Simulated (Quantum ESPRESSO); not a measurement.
**ZnS, zinc blende: band edges under a change of volume**

How fast do the gaps move when the cell is scaled evenly?

Calculated with Quantum ESPRESSO 7.5, PBEsol, GBRV 1.5 ultrasoft potentials, cutoff 680 eV, Fermi–Dirac smearing 0.02 eV, k-mesh 9×9×9, no spin polarisation, no spin-orbit coupling.

Reference cell, relaxed at zero pressure with PBEsol (F-43m): a = 3.7851 Å, b = 3.7851 Å, c = 3.7851 Å, α = 60.00°, β = 60.00°, γ = 60.00°.

```csv
atom,x,y,z
Zn,0.0000,0.0000,0.0000
S,0.7500,0.7500,0.7500
```

Levels are read on the k-mesh and along lines from Γ to X = (0.5, 0, 0.5), L = (0.5, 0.5, 0.5), K = (0.375, 0.375, 0.75) and W = (0.5, 0.25, 0.75) in the reciprocal basis of this cell (the letters only name these points), and count from the highest filled level.

```
ln(V/V0)  gap (eV)  direct gap at Γ (eV)
 −0.0619     2.360                 2.360
 −0.0408     2.267                 2.267
 −0.0202     2.177                 2.177
  0.0000     2.090                 2.090
  0.0392     1.923                 1.923
  0.0583     1.844                 1.844
```

**Question.** Fit the direct gap at Γ and give it at ln(V/V0) = 0.0198, a row left out above.

A straight line through the 6 rows: the means are −0.004233 for ln(V/V0) and 2.1102 for the level, Σ(Δx)² = 0.01073 and ΣΔxΔy = −0.04607, so the slope is −0.04607/0.01073 = −4.2925 and the intercept 2.1102 − (−4.2925)(−0.004233) = 2.092.

The slope is the volume deformation potential of this gap, −4.29 eV, as a mean over the range. The line gives 2.007 eV. The run itself gives 2.006 eV, so the estimate misses by 0.001 eV, a rounding's worth.

The gap is direct at Γ in every row. Semilocal functionals give gaps that are too small, and the error differs from valley to valley, so the order of close valleys can be wrong too.

[Logs are printed without paths, hosts, clocks, repeated set-up lines and the standing remarks that a program may print on its own settings, such as how far it seeks lower states.]
